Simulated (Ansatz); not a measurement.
# GaP wire along [110], 8 atoms a period, H-terminated: bands by functional and under strain, part 3 of 3

What gap, if any, does the GaP wire along [110], 8 atoms a period, H-terminated have, and how does it change with the functional and under strain?

Ansatz 0.2.0; DFT PBE, plane waves, PAW; relaxation of a wire's period; PAW set soft_1 (the session's first sound run).

So far, band gap (eV): step 3 (the wire at its relaxed period, PBE) 1.63; step 4 (another level of theory, cutoff 500 eV, k-mesh 1×1×16, r2SCAN PBE) 1.91; step 5 (another level of theory, level HSE06, cutoff 420 eV, HSE06 PBE) 2.37; step 6 (with spin-orbit coupling, k-mesh 1×1×13, PBE spin-orbit) 1.62.

**8. Strain along the wire, period over the relaxed period 1.06 (continued)**

Level of this step: DFT PBE, plane waves, PAW; relaxation at a fixed period; PAW set soft_1 (Ansatz).

Step by step:

```csv
step,energy less that of the first step (eV),largest force component (eV/Å)
1,0.0000,0.4257
2,-0.0572,0.0609
3,-0.0592,0.0144
```

Forces are held to the 4 operations that the run works with; a distortion that breaks them can't arise in this run.

The atoms that moved most (Å):

```
atom      dx      dy     dz  length
 P14  -0.108   0.000  0.000   0.108
  H3   0.106   0.010  0.000   0.106
  H4   0.106  -0.010  0.000   0.106
 H15  -0.097  -0.008  0.000   0.097
 H16  -0.097   0.008  0.000   0.097
 Ga5   0.084   0.000  0.000   0.084
 H12   0.062   0.008  0.000   0.063
  H1   0.062  -0.008  0.000   0.063
```

Final coordinates:

```xyz
16
Lattice="15.4250 0.0000 0.0000 0.0000 13.2760 0.0000 0.0000 0.0000 4.1874" Properties=species:S:1:pos:R:3
H     6.3131    3.2854    0.0000
Ga    6.9945    4.6913    0.0000
H     3.6227    8.0252    2.0937
H     3.6227    5.2511    2.0937
Ga    4.3507    6.6381    2.0937
P     8.3399    8.5262    2.0937
P     8.3399    4.7501    2.0937
H     9.2711    9.6072    2.0937
H     9.2711    3.6691    2.0937
Ga    9.7020    6.6381    2.0937
P     5.7093    6.6381    0.0000
H     6.3131    9.9909    0.0000
Ga    6.9945    8.5850    0.0000
P    11.0128    6.6381    0.0000
H    11.9458    7.7111    0.0000
H    11.9458    5.5652    0.0000
```

This step gave:

- band gap: 1.556 eV

The electronic bands at the labelled points (eV, zero at the Fermi level):

```
  point  band 37  band 38  band 39  band 40  band 41  band 42  band 43  band 44
      Γ    -1.82    -1.46    -1.13    -0.82     0.74     1.66     1.68     2.39
halfway    -1.93    -1.73    -1.54    -1.01     2.43     2.46     2.59     3.26
      Z    -1.95    -1.92    -1.75    -1.62     2.30     2.50     2.81     2.91
```

The gap is 1.56 eV, against 1.63 eV under PBE at the relaxed period.

**9. Strain along the wire, period over the relaxed period 1.03**

The period is set to 1.03 times the relaxed one and the atoms relax within it: strain changes bond lengths and angles, which shifts the bands against each other. Against the first PBE run of this kind, the mesh along the wire has 15 points against 21.

The cell differs from the one that the last finished run ended in (c 4.187 → 4.069 Å).

The input, input.yaml:

```yaml
crystal:
  lattice:
    - [15.425, 0.0, 0.0]
    - [0.0, 13.276, 0.0]
    - [0.0, 0.0, 4.0688921606]
  atoms:
    - { symbol: H, position: [0.405240549, 0.248037867, 0.0] }
    - { symbol: Ga, position: [0.451531511, 0.352554824, 0.0] }
    - { symbol: H, position: [0.228011756, 0.603734718, 0.5] }
    - { symbol: H, position: [0.228011756, 0.396286942, 0.5] }
    - { symbol: Ga, position: [0.276630252, 0.50001083, 0.5] }
    - { symbol: P, position: [0.543730832, 0.642534272, 0.5] }
    - { symbol: P, position: [0.543730832, 0.357487388, 0.5] }
    - { symbol: H, position: [0.602962701, 0.725066952, 0.5] }
    - { symbol: H, position: [0.602962701, 0.274954708, 0.5] }
    - { symbol: Ga, position: [0.631199747, 0.50001083, 0.5] }
    - { symbol: P, position: [0.36939133, 0.50001083, 0.0] }
    - { symbol: H, position: [0.405240549, 0.751983793, 0.0] }
    - { symbol: Ga, position: [0.451531511, 0.647466836, 0.0] }
    - { symbol: P, position: [0.720987275, 0.50001083, 0.0] }
    - { symbol: H, position: [0.780731304, 0.581459551, 0.0] }
    - { symbol: H, position: [0.780731304, 0.418562109, 0.0] }
kpoints:
  mp_grid: { grid: [1, 1, 15] }
  band_path: { path: ["Γ", Z], npoints: 90 }
scf:
  occupations: { method: fermi_dirac, width: 0.05 }
hamiltonian:
  xc: pbe
  pseudopotentials: { kind: paw, azcp: { folder: soft_1 } }
relax:
  max_steps: 40
  f_tol: 0.02
output:
  stress: true
```

Run with:

```
ansatz run input.yaml --threads 4 --pin off --max-ram 16384MiB --backend cpu --events-out ev --progress --plain --runs-dir out
```

Numbers of over 12 decimals in the logs are rounded to 6 here.

Output:

```text
[...]
Crystal: 16 atoms, lattice volume = 833.237 Å³
Basis set: ecut = 420 eV, 16299 PW (Γ), exchange–correlation on 216×180×60 points (8 copies of the dense FFT grid, shifted against one another)
Bands: 56, of which v1, the nominal top of the filled ones, is band 40 counted from 1 (39 counted from 0)
Symmetry: 4 space group operations
[...]
- { symbol: H, position: [0.601758, 0.275706, 0.500000] }
    - { symbol: Ga, position: [0.630387, 0.50001083, 0.500000] }
    - { symbol: P, position: [0.369427, 0.50001083, 0.0] }
    - { symbol: H, position: [0.407520, 0.752274, 0.0] }
    - { symbol: Ga, position: [0.452455, 0.646863, 0.0] }
    - { symbol: P, position: [0.717773, 0.50001083, 0.0] }
    - { symbol: H, position: [0.777902, 0.581134, 0.0] }
    - { symbol: H, position: [0.777902, 0.418888, 0.0] }
[key lines of the parts left out:]
SCF converged after 6 iterations
Free energy (F): -18282.762759 eV
Fermi energy:    -1.896224 eV
P = ⅓ Tr σ = -0.1981 GPa (-1.981 kbar)
```

Elapsed: 97 s, on 4 threads of Intel Xeon Platinum 8259CL at 2.50GHz (Skylake/Cascade Lake), shared host; peak memory 2.8 GiB; 6.2 min of CPU time.

Step by step:

```csv
step,energy less that of the first step (eV),largest force component (eV/Å)
1,0.0000,0.2313
2,-0.0163,0.0524
3,-0.0167,0.0087
```

The run keeps the 4 symmetry operations that it works with, so distortions that break them were not tested.

The atoms that moved most (Å):

```
atom      dx      dy     dz  length
 P14  -0.050   0.000  0.000   0.050
  H3   0.049   0.005  0.000   0.050
  H4   0.049  -0.005  0.000   0.050
 H15  -0.044  -0.004  0.000   0.044
 H16  -0.044   0.004  0.000   0.044
 Ga5   0.037   0.000  0.000   0.037
  H1   0.035  -0.004  0.000   0.035
 H12   0.035   0.004  0.000   0.035
```

The relaxed structure:

```cif
data_structure
_symmetry_space_group_name_H-M 'P 1'
_symmetry_Int_Tables_number 1
_cell_length_a 15.4250
_cell_length_b 13.2760
_cell_length_c 4.0689
_cell_angle_alpha 90.000
_cell_angle_beta 90.000
_cell_angle_gamma 90.000
_cell_volume 833.24
loop_
_atom_site_label
_atom_site_type_symbol
_atom_site_fract_x
_atom_site_fract_y
_atom_site_fract_z
_atom_site_occupancy
H1 H 0.40752 0.24775 0.00000 1
Ga2 Ga 0.45246 0.35316 0.00000 1
H3 H 0.23120 0.60414 0.50000 1
H4 H 0.23120 0.39589 0.50000 1
Ga5 Ga 0.27903 0.50001 0.50000 1
P6 P 0.54216 0.64215 0.50000 1
P7 P 0.54216 0.35787 0.50000 1
H8 H 0.60176 0.72432 0.50000 1
H9 H 0.60176 0.27571 0.50000 1
Ga10 Ga 0.63039 0.50001 0.50000 1
P11 P 0.36943 0.50001 0.00000 1
H12 H 0.40752 0.75227 0.00000 1
Ga13 Ga 0.45246 0.64686 0.00000 1
P14 P 0.71777 0.50001 0.00000 1
H15 H 0.77790 0.58113 0.00000 1
H16 H 0.77790 0.41889 0.00000 1
```

This step gave:

```yaml
band_gap: 1.581 eV
```

The gap is 1.58 eV, against 1.63 eV under PBE at the relaxed period.

**10. Outcome**

```
cell length, PBE              : 3.950 Å
gap, PBE                      : 1.63 eV
gap, r2SCAN                   : 1.91 eV
gap, HSE06                    : 2.37 eV
gap, with spin-orbit coupling : 1.62 eV
gap, period scaled by 1.06    : 1.56 eV
gap, period scaled by 1.03    : 1.58 eV
```

In words: Under PBE the cell's length is 3.95 Å, and a gap of 1.63 eV makes it a semiconductor. At the relaxed period the wire is gapped under every functional, from 1.63 eV (PBE) to 2.37 eV (HSE06). Weak screening in one dimension makes quasiparticle gaps larger than the semilocal gaps, as a rule. Strain matters: under PBE the gap goes from 1.63 eV to 1.58 eV at 1.03 times the period and 1.56 eV at 1.06 times the period. Plain hydrogen on a compound's surface is a simple closure: it may leave surface states, and facets that end in unlike atoms put a field across the wire, both of which shrink the gap. A hybrid's gap is read on a coarse mesh, without a band path.

[Logs are printed without paths, hosts, clocks, repeated set-up lines and the standing remarks that a program may print on its own settings, such as how far it seeks lower states.]

[Hosts, paths, dates, database ids (printed as entryN), source tags and the programs' standing remarks are cut or masked in the printed files.]
